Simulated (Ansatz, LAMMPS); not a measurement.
## Structural relaxation of a frame of liquid (Cs,Na,K)(Cl,F) from 1300 K (64 atoms)

Aim: bring a frame of liquid (Cs,Na,K)(Cl,F) from 1300 K (64 atoms) to a nearby minimum of the energy and see what moves.

Main program and level: Ansatz 0.2.0; Kohn-Sham DFT, RPBE, PAW (set soft_2), plane waves.

This is a report of a sequence of runs, with most program output left out.

## Step 1: The structure

The cell holds 64 atoms: 8 Cs, 18 Na, 6 K, 9 Cl and 23 F. Cell: a = 12.302 Å, b = 12.302 Å, c = 12.302 Å, α = 90.0°, β = 90.0°, γ = 90.0°. 64 atoms (8 Cs, 18 Na, 6 K, 9 Cl, 23 F) placed at random at 2.2 g/cm³, melted at 1800 K for 10 ps at fixed volume with the Lennard-Jones and Coulomb ion parameters for SPC/E (Joung and Cheatham, J. Phys. Chem. B 112, 9020 (2008)), full charges. Snapshot at the end of a hold of 20 ps at 1300 K and fixed volume.

What the set-up can't give: The network of bonds at the start is that of the classical potential that made the cell. The ion parameters were fitted for water, not for melts, so the starting structure of this cell may lie well off the real melt's. Only the Γ point is sampled, in a cell whose shortest periodic width is 12 Å. The levels lack spin–orbit coupling, which is large for the heavy elements here.

## Step 2: The classical run that made the cell

A classical potential supplies the starting structure, since it reaches far longer times than DFT.

This step: classical MD, Lennard-Jones and Coulomb ion parameters for SPC/E (Joung and Cheatham, J. Phys. Chem. B 112, 9020 (2008)), full charges (LAMMPS 22 Jul 2025 - Update 4).

The input, in.lmp:

```
# melt-quench of Cs8Na18K6Cl9F23
units metal
atom_style charge
boundary p p p
region box block 0 12.3019 0 12.3019 0 12.3019
create_box 5 box
mass 1 132.9055   # Cs
mass 2 22.9898   # Na
mass 3 39.0983   # K
mass 4 35.4500   # Cl
mass 5 18.9984   # F
create_atoms 1 random 8 335744 NULL overlap 2.2 maxtry 2000
create_atoms 2 random 18 335751 NULL overlap 2.2 maxtry 2000
create_atoms 3 random 6 335758 NULL overlap 2.2 maxtry 2000
create_atoms 4 random 9 335765 NULL overlap 2.2 maxtry 2000
create_atoms 5 random 23 335772 NULL overlap 2.2 maxtry 2000
pair_style lj/cut/coul/long 9.0
pair_modify mix arithmetic tail yes
pair_coeff 1 1 0.003897 3.6010   # Cs
pair_coeff 2 2 0.015292 2.1595   # Na
pair_coeff 3 3 0.018634 2.8384   # K
pair_coeff 4 4 0.000554 4.8305   # Cl
pair_coeff 5 5 0.000321 4.0215   # F
set type 1 charge 1
set type 2 charge 1
set type 3 charge 1
set type 4 charge -1
set type 5 charge -1
kspace_style pppm 1.0e-4
neigh_modify delay 0 every 1 check yes
thermo_style custom step time temp pe press density
thermo_modify norm yes
timestep 0.002
thermo 100
# [... 18 lines left out ...]
compute msd all msd com yes
thermo 2500
fix md all nvt temp 1300 1300 0.2
run 10000 post no
print "== T1300: mean square displacement over the hold $(c_msd[4]:%.2f) A^2"
unfix md
uncompute msd
write_dump all custom T1300.dump id type xs ys zs modify sort id
```

Launch:

```sh
$ lmp -in in.lmp -log none -nocite
```

Wall time 3.6 s (1 thread of Arm Neoverse V1, shared host); peak memory 0.07 GiB.

## Step 3: Single point at the start

A single point comes first, to see the forces before anything moves.

The input, input.yaml:

```yaml
crystal:
  lattice:
    - [12.3019, 0.0, 0.0]
    - [0.0, 12.3019, 0.0]
    - [0.0, 0.0, 12.3019]
  atoms:
    - { symbol: Cs, position: [0.71888, 0.55053, 0.80236] }
    - { symbol: Cs, position: [0.0747, 0.62813, 0.64783] }
    - { symbol: Cs, position: [0.97987, 0.23642, 0.64854] }
    - { symbol: Cs, position: [0.47554, 0.80898, 0.92818] }
    - { symbol: Cs, position: [0.17994, 0.10567, 0.00898] }
    - { symbol: Cs, position: [0.81964, 0.80794, 0.04152] }
    - { symbol: Cs, position: [0.56404, 0.23261, 0.17954] }
    - { symbol: Cs, position: [0.97279, 0.86051, 0.36759] }
[... 52 atom lines left out ...]
    - { symbol: F, position: [0.18096, 0.76479, 0.27746] }
    - { symbol: F, position: [0.11655, 0.32323, 0.06734] }
    - { symbol: F, position: [0.19456, 0.15748, 0.49422] }
    - { symbol: F, position: [0.39403, 0.35751, 0.11542] }
kpoints:
  mp_grid: { grid: [1, 1, 1] }
hamiltonian:
  xc: rpbe
scf:
  occupations: { method: fixed }
output:
  forces: true
  stress: true
  populations: true
  dos:
    method: { smearing: { sigma: 0.15 } }
    de: 0.1
    projected: { site_lists: { Cl: [Cl], Cs: [Cs], F: [F], K: [K], Na: [Na] } }
  eigenvalues: true
```

Launch:

```sh
$ ansatz run input.yaml --threads 4 --pin off --max-ram 8192MiB --backend cpu --events-out ev --progress --plain --runs-dir out
```

Wall time 24 s (4 threads of Arm Neoverse V1, shared host); peak memory 2.1 GiB; 93 s of CPU time.

The run gave:

* free energy: -109967.8899 eV
* free energy per atom: -1718.2483 eV/atom
* SCF cycles: 10
* pressure: -0.1147 GPa
* r.m.s. force component: 0.3682 eV/Å
* longest force: 1.262 eV/Å
* Fermi energy: 0.5095 eV
* gap (highest filled to lowest empty level): 3.356 eV
* spilling of the projection: 0.004237

The r.m.s. force component of 0.37 eV/Å and the pressure of -0.11 GPa set the starting point.

Length of the force by element:

```tsv
element	coordination	atoms	mean length of the force (eV/Å)	spread	least	most
Cl	all	9	0.584	0.240	0.135	1.01
Cs	all	8	0.721	0.33	0.141	1.26
F	all	23	0.598	0.215	0.171	0.962
K	all	6	0.721	0.146	0.410	0.841
Na	all	18	0.476	0.211	0.157	0.847
```

## Step 4: Cell and atoms relaxed

Cell and atoms are freed together, to release stress as well as forces.

input.yaml, the sections that differ from step 3:

```yaml
output:
  forces: true
relax:
  f_tol: 0.05
  max_steps: 200
  cell: {}
# crystal, kpoints, hamiltonian, scf: as in step 3
```

It took 10 min on 4 threads; peak memory 2.1 GiB; 39 min of CPU time.

Relaxation path (22 of 41):

```tsv
step	energy less that of the first step (eV)	largest force component (eV/Å)	pressure (GPa)	volume (Å³)
1	0.0000	1.1737	-0.11	1861.73
3	-4.8340	0.3831	-0.12	1817.61
5	-6.4432	0.2896	0.06	1779.09
7	-7.4036	0.1665	0.05	1765.75
9	-7.9756	0.1143	0.04	1763.99
11	-8.2791	0.1516	0.00	1770.00
12	-8.4187	0.1677	0.02	1772.68
14	-8.6511	0.1057	0.05	1795.36
16	-8.8680	0.0836	0.03	1829.53
18	-8.9698	0.0695	0.00	1857.31
20	-9.0101	0.0725	-0.04	1872.89
22	-9.0557	0.0432	0.02	1868.23
24	-9.1122	0.1215	0.00	1863.03
26	-9.2375	0.0924	-0.01	1851.70
28	-9.3955	0.0818	-0.01	1837.58
30	-9.4745	0.1833	0.03	1828.10
31	-9.5068	0.1371	0.00	1833.80
33	-9.5472	0.0421	0.01	1830.93
35*	-9.6145	0.0374	0.05	1831.59
37	-9.6393	0.0530	-0.03	1840.07
39	-9.6567	0.0340	-0.02	1841.17
41*	-9.6731	0.0336	0.02	1840.11
```

Relaxation steps marked * repeat the geometry before them on a plane-wave basis chosen anew for their cell, so energy and pressure can jump there. Other such steps can lie between the rows shown.

```tsv
cell as run	before	after	change
a (Å)	12.302	11.751	-4.5 %
b (Å)	12.302	12.541	+1.9 %
c (Å)	12.302	12.567	+2.2 %
α (°)	90.00	94.59	+5.1 %
β (°)	90.00	94.55	+5.1 %
γ (°)	90.00	89.79	-0.2 %
volume (Å³/atom)	29.09	28.75	-1.2 %
```

The atoms that moved most (Å, as changes of fractional coordinates times the final cell):

```tsv
atom	dx	dy	dz	length
Cl41	1.970	0.075	0.942	2.185
K32	1.578	1.151	0.809	2.113
Cs1	-0.024	-2.078	-0.354	2.108
F59	-0.114	-1.831	0.513	1.904
Cs3	1.388	0.924	-0.538	1.752
Na22	-0.183	0.064	-1.714	1.724
Cl37	-1.411	-0.779	-0.165	1.620
Na15	0.720	0.075	1.369	1.548
```

The relaxation changed the energy by -151 meV/atom, and atoms moved by 1.1 Å r.m.s., 2.2 Å at most.

## Step 5: Structure statistics after relaxation

Bonds before and after, by the cutoffs listed below:

```tsv
pair	bonds before	bonds after	mean before (Å)	mean after (Å)	spread before (Å)	spread after (Å)
F-Na	46	55	2.414	2.298	0.132	0.073
F-Cs	26	24	3.000	3.089	0.251	0.149
F-K	19	19	2.808	2.734	0.259	0.150
Na-Cl	16	18	2.915	2.835	0.130	0.103
Cl-Cs	17	19	3.642	3.642	0.406	0.146
Cl-K	7	7	3.039	3.171	0.196	0.129
```

Density 2.23 g/cm³, 28.75 Å³ an atom.

g(r), total and by pair (bins of 0.2 Å):

```tsv
r (Å)	total	F-F	F-Na	F-Cl	F-Cs	F-K	Na-Na
2.10	0.08	0.00	0.37	0.00	0.00	0.00	0.00
2.30	3.35	0.00	16.55	0.00	0.00	0.00	0.00
2.50	0.57	0.00	1.47	0.00	0.00	4.04	0.00
2.70	0.82	0.00	0.00	0.00	0.00	5.86	0.00
2.90	0.89	0.00	0.22	0.00	3.24	2.59	1.04
3.10	1.05	0.88	0.00	0.00	4.62	1.14	2.31
3.30	0.96	3.04	0.00	0.00	1.88	0.00	2.13
3.50	1.04	1.33	0.29	0.56	0.32	1.29	2.55
3.70	1.30	2.61	0.00	2.58	0.29	0.37	0.99
3.90	1.00	1.26	0.58	1.61	0.26	0.00	2.35
4.10	1.08	1.98	0.53	3.37	0.25	0.30	0.81
4.30	0.89	0.61	0.49	1.92	0.64	0.00	0.75
4.50	0.97	0.81	0.96	1.24	0.79	0.26	1.14
4.70	0.97	1.25	1.27	1.12	0.54	0.73	0.41
4.90	1.04	0.70	1.19	0.60	0.67	2.20	0.19
5.10	1.00	0.42	1.76	1.22	0.92	1.21	0.35
5.30	0.93	0.39	1.45	0.77	1.13	0.76	0.64
5.50	1.10	0.73	1.11	0.69	1.43	1.41	0.59
5.70	0.81	0.68	0.98	0.65	1.11	0.80	0.56
```

Bonds by pair of elements; cutoffs follow the first minimum of g(r), held within bounds set by covalent radii, and pairs that aren't listed don't count as bonded:

```tsv
pair A-B	cutoff (Å)	bonds	mean length (Å)	spread (Å)	shortest (Å)	B about A	A about B
F-Na	2.68	55	2.30	0.073	2.17	2.39	3.06
F-Cs	3.52	24	3.09	0.149	2.85	1.04	3
F-K	3.27	19	2.73	0.15	2.54	0.826	3.17
Na-Cl	3.18	18	2.83	0.103	2.71	1	2
Cl-Cs	4.33	19	3.64	0.146	3.43	2.11	2.38
Cl-K	3.57	7	3.17	0.129	3.03	0.778	1.17
```

How many atoms have how many bonded neighbours:

```tsv
element	mean	3	4	5	6	7
Cl	4.89	1	2	4	1	1
Cs	5.38	0	0	5	3	0
F	4.26	0	18	4	1	0
K	4.33	0	4	2	0	0
Na	4.06	2	13	3	0	0
```

Bond angles (no mean is given where the spread exceeds 20°):

```tsv
angle	count	mean (°)	spread (°)
F-Na-F	64	-	-
Cl-Cs-F	51	-	-
Na-F-Na	49	-	-
Cs-F-Na	48	-	-
Cl-Na-F	45	106	18.4
```

Bond length by coordination (bonds to H left out):

```tsv
element	coordination	atoms	mean bond length (Å)
Cl	3	1	2.79
Cl	4	2	3.17
Cl	5	4	3.25
Cl	6	1	3.29
Cl	7	1	3.41
Cs	5	5	3.32
Cs	6	3	3.36
F	4	18	2.58
F	5	4	2.58
F	6	1	2.49
K	4	4	2.84
K	5	2	2.86
Na	3	2	2.34
Na	4	13	2.44
Na	5	3	2.44
```

For some of the pairs, g(r) has its first main peak near 2.3 Å (F-Na), 3.0 Å (F-Cs) and 2.7 Å (F-K). Counting bonds as in the table, 44 % of Cl atoms have 5, 62 % of Cs atoms have 5, 78 % of F atoms have 4 and 67 % of K atoms have 4 bonded neighbours.

## Step 6: Single point at the relaxed geometry

The electronic structure is read at the final geometry, in a run of its own.

The input, input.yaml:

```yaml
crystal:
  lattice:
    - [11.7407, 0.01183, -0.48247]
    - [0.01183, 12.53111, -0.50288]
    - [-0.48247, -0.50288, 12.54721]
  atoms:
    - { symbol: Cs, position: [0.71559, 0.3833, 0.76735] }
    - { symbol: Cs, position: [0.0495, 0.65501, 0.59032] }
    - { symbol: Cs, position: [0.09653, 0.30863, 0.61306] }
    - { symbol: Cs, position: [0.37597, 0.82196, 0.86826] }
    - { symbol: Cs, position: [0.11547, 0.09114, 0.95182] }
    - { symbol: Cs, position: [0.78383, 0.7231, 0.95534] }
    - { symbol: Cs, position: [0.51785, 0.18696, 0.18827] }
    - { symbol: Cs, position: [0.96469, 0.87788, 0.34271] }
[... 52 atom lines left out ...]
    - { symbol: F, position: [0.17315, 0.78933, 0.23383] }
    - { symbol: F, position: [0.10969, 0.29049, 0.08564] }
    - { symbol: F, position: [0.2558, 0.16791, 0.47284] }
    - { symbol: F, position: [0.38259, 0.38347, 0.22046] }
kpoints:
  mp_grid: { grid: [1, 1, 1] }
hamiltonian:
  xc: rpbe
scf:
  occupations: { method: fixed }
output:
  forces: true
  stress: true
  populations: true
  dos:
    method: { smearing: { sigma: 0.1 } }
    de: 0.1
    projected: { site_lists: { Cl: [Cl], Cs: [Cs], F: [F], K: [K], Na: [Na] } }
  eigenvalues: true
  write_density: true
  write_potential: true
  volumetric_format: npy
  elf: true
```

The job ended after 26 s (4 threads; peak memory 2.1 GiB).

The program notes that the exchange-correlation potential is rough where the density is thin.

Numbers from this run:

| Property | Result |
| --- | --- |
| free energy | -109977.5630 eV |
| free energy per atom | -1718.3994 eV/atom |
| SCF cycles | 9 |
| pressure | 0.01848 GPa |
| r.m.s. force component | 0.00993 eV/Å |
| longest force | 0.04299 eV/Å |
| Fermi energy | -0.1246 eV |
| gap (highest filled to lowest empty level) | 4.462 eV |
| spilling of the projection | 0.003787 |

Löwdin charges by element and coordination (they lack the spilled electrons, 0.030 e an atom on average):

```tsv
element	coordination	atoms	mean charge (e)	spread	least	most
Cl	all	9	-0.715	0.0101	-0.729	-0.697
Cl	3	1	-0.704	0	-0.704	-0.704
Cl	4	2	-0.713	0.0157	-0.729	-0.697
Cl	5	4	-0.720	0.0067	-0.729	-0.710
Cl	6	1	-0.714	0	-0.714	-0.714
Cl	7	1	-0.715	0	-0.715	-0.715
Cs	all	8	0.903	0.0194	0.867	0.933
Cs	5	5	0.905	0.0127	0.892	0.927
Cs	6	3	0.9	0.0268	0.867	0.933
F	all	23	-0.788	0.006	-0.797	-0.776
F	4	18	-0.790	0.0052	-0.797	-0.776
F	5	4	-0.782	0.0031	-0.785	-0.778
F	6	1	-0.780	0	-0.780	-0.780
K	all	6	0.838	0.0162	0.811	0.856
K	4	4	0.831	0.0147	0.811	0.848
K	5	2	0.854	0.0024	0.851	0.856
Na	all	18	0.792	0.0124	0.766	0.811
Na	3	2	0.794	0.0028	0.791	0.796
Na	4	13	0.791	0.0131	0.766	0.811
Na	5	3	0.795	0.0126	0.777	0.804
```

Density of states as counts of states in windows of 1 eV (from the Fermi level), total and the larger projections:

```tsv
from (eV)	to (eV)	total	F p	Cl p	Cs p
-10	-7	0.0	0.0	0.0	0.0
-7	-6	18.2	0.2	0.1	17.8
-6	-5	29.8	0.4	0.1	29.0
-5	-2	0.0	0.0	0.0	0.0
-2	-1	35.5	31.1	2.5	0.1
-1	0	154.9	102.3	48.0	0.8
0	1	1.6	0.2	1.4	0.0
1	4	0.0	0.0	0.0	0.0
4	5	2.0	0.0	0.0	0.0
```

With fixed occupations the program's Fermi level is the highest filled level; weight inside the gap is the broadening of levels at its edges.

Between -26 and -10 eV lie 224 more states.

About 50 of the 512 electrons lie in deeper levels, below the stored range.

The levels nearest the highest filled one (over half full), pooled over k-points and spins:

```tsv
level less the highest filled one (eV)	occupation
-0.206	2
-0.202	2
-0.164	2
-0.130	2
-0.119	2
0	2
4.46	0
5.53	0
5.62	0
5.78	0
5.82	0
5.97	0
```

Electrostatic potential energy in the ac plane at fractional y = 0.804, with atoms of Na and K and Cl and F within 0.2 Å of it. With pseudopotentials it is smooth inside the atoms' cores, unlike the true potential.

Values in eV, 13 rows by 16 columns, each cell a mean:
```
  1  -3   5   6   3  -6 -10  -1   5   5   4  -2 -12  -5   3   5
-26 -32  -3   5  -5 -22 -21 -13   3   5   5   4   1   3   5   4
 -5  -7   5   5  -1 -14 -15  -3   4   5   6   6   6   6   6   5
  5   6   6   5   4   3   3   5   5   1  -6   2   6   6   4   4
  4   5   6   7   6   5   6   6   4 -10 -31  -7   5   4   5   4
  5   6   5   7   6   4   4   6   6   3   1   5   5  -2   6   5
  5   7   7   6  -4 -18  -7   5  -4 -23   5   7   7   7   6   5
  1   5   6   4 -17 -32 -16   4   5   2   6   7   7   5   2  -2
 -6   4   6   6   2  -2   3   5   4   2   5   4   6   5  -4 -16
  2   5 -16 -12   5   2   3   5   4   2   5  -2   5   6   1  -2
  5   5  -8  -3   0 -26 -16   4   5   4   5   6   7   6   5   4
  3   0   1   4   1 -11  -3   5   2   5   4   4   4   4   5   5
  4   2   3   5   5   4   4   6   5   6   5   2  -2   0   3   5
```
Columns run along a (11.8 Å; values clipped at the 3rd and 97th percentile), rows up along c (12.6 Å). Atoms in or near the plane, at fractional coordinates: Na at (0.35, 0.17), Na at (0.65, 0.66), K at (0.34, 0.43), Cl at (0.06, 0.87), F at (0.17, 0.23).

Valence density in the ac plane at fractional y = 0.804, with atoms of Na and K and Cl and F within 0.2 Å of it. It is the smooth field of the valence electrons, not physical close to the nuclei.

Values in units of 1e0 e/Å³, 13 rows by 16 columns, each cell a mean:
```
0.4 0.6 0.2 0.0 0.1 0.4 0.5 0.2 0.0 0.0 0.0 0.2 0.6 0.4 0.1 0.1
1.4 1.4 0.6 0.1 0.4 0.9 0.8 0.6 0.1 0.0 0.0 0.1 0.2 0.1 0.0 0.3
0.7 0.7 0.2 0.0 0.2 0.7 0.7 0.3 0.0 0.0 0.0 0.1 0.1 0.0 0.0 0.1
0.0 0.0 0.0 0.0 0.0 0.0 0.0 0.0 0.0 0.1 1.1 0.2 0.0 0.0 0.0 0.0
0.0 0.0 0.0 0.0 0.0 0.0 0.0 0.0 0.0 1.3 9.2 1.0 0.2 0.4 0.1 0.0
0.0 0.1 0.5 0.2 0.0 0.0 0.0 0.0 0.1 0.3 0.2 0.1 0.5 1.1 0.2 0.0
0.0 0.1 0.3 0.1 0.5 1.7 0.6 0.1 1.2 3.5 0.4 0.0 0.0 0.1 0.0 0.0
0.2 0.0 0.0 0.1 1.4 3.5 1.3 0.1 0.3 0.5 0.1 0.0 0.0 0.0 0.1 0.3
0.4 0.1 0.1 0.1 0.2 0.3 0.1 0.0 0.1 0.1 0.1 0.5 0.3 0.1 0.3 0.8
0.1 0.2 3.6 2.8 0.1 0.1 0.1 0.1 0.1 0.1 0.2 1.1 0.4 0.0 0.1 0.3
0.0 0.2 1.9 1.3 0.3 7.9 3.4 0.1 0.1 0.0 0.0 0.1 0.0 0.0 0.0 0.0
0.0 0.1 0.1 0.0 0.1 2.1 0.7 0.2 0.7 0.3 0.0 0.0 0.0 0.0 0.0 0.0
0.0 0.1 0.0 0.0 0.0 0.0 0.0 0.1 0.4 0.1 0.0 0.1 0.2 0.2 0.0 0.0
```
Columns run along a (11.8 Å), rows up along c (12.6 Å). Atoms in or near the plane, at fractional coordinates: Na at (0.35, 0.17), Na at (0.65, 0.66), K at (0.34, 0.43), Cl at (0.06, 0.87), F at (0.17, 0.23).

Mean Löwdin charges: Cl -0.72, Cs +0.90, F -0.79, K +0.84, Na +0.79 e (they miss 0.38 % of the electrons, so they add up to more than the cell's charge).

Local excerpt of 9 atoms (numbers count through the whole input) about Na23, which has 5 bonded neighbours where the commonest count for Na is 4; x, y, z are measured from there.

```tsv
atom	x	y	z	distance (Å)	bonds	Löwdin charge (e)
Na23	0.00	0.00	0.00	0.00	5	0.78
F46	1.04	0.97	1.76	2.26	4	-0.79
F52	-0.77	-0.46	-2.12	2.31	5	-0.78
F45	2.13	-0.76	-0.94	2.45	4	-0.79
Cl41	-0.89	-2.33	1.28	2.80	5	-0.73
Cl39	-2.06	2.22	0.11	3.03	4	-0.70
Na16	0.77	-2.23	-1.95	3.06	4	0.80
K28	3.17	1.26	0.31	3.43	4	0.82
Na24	-0.27	1.72	-3.08	3.54	4	0.81
```

The column of bonds counts only the pairs F-Na within 2.68 Å, F-Cs within 3.52 Å, F-K within 3.27 Å, Na-Cl within 3.18 Å, Cl-Cs within 4.33 Å, Cl-K within 3.57 Å; other neighbours, such as metal atoms beside each other in a compound, aren't counted, and periodic images can show an atom twice.

## Step 7: Results

| Item | Value |
| --- | --- |
| energy change in the relaxation | -151.1 meV/atom |
| r.m.s. displacement | 1.131 Å |
| largest displacement | 2.185 Å |
| free energy per atom | -1718.3994 eV/atom |
| pressure | 0.01848 GPa |
| r.m.s. force component | 0.00993 eV/Å |
| gap (highest filled to lowest empty level) | 4.462 eV |
| wall time of the 3 DFT runs | 11 min |

In words: Relaxation lowers the energy by 151 meV/atom and moves atoms by 1.1 Å r.m.s.; the r.m.s. force component goes from 0.37 to 0.0099 eV/Å, the pressure goes from -0.11 to 0.018 GPa, and the gap from 3.36 to 4.46 eV. Displacements are taken in the final cell, so they leave out its strain. By the final cutoffs 28 of 131 bonded pairs parted and 39 joined. The cell shrank by 1.2 % in volume. From the first step to the last the energy fell by 9.673 eV, across changes of basis, and the largest move was 2.18 Å (Cl41). The Cl-K bonds go from 3.039 Å (spread 0.196) to 3.171 Å (spread 0.129). Counting bonds as in the table, 44 % of Cl atoms have 5, 62 % of Cs atoms have 5, 78 % of F atoms have 4 and 67 % of K atoms have 4 bonded neighbours. Between filled and empty levels lie 4.46 eV (at Γ alone); a semilocal functional tends to put such gaps too low. In a disordered cell it changes from sample to sample and from frame to frame.

Caveats: The network of bonds at the start is that of the classical potential that made the cell; in DFT 28 of its 131 bonded pairs passed out of the cutoffs and 39 came within them.

[Logs are printed without paths, hosts, clocks, repeated set-up lines and the standing remarks that a program may print on its own settings, such as how far it seeks lower states.]

[Hosts, paths, dates, database ids (printed as entryN), source tags and the programs' standing remarks are cut or masked in the printed files.]
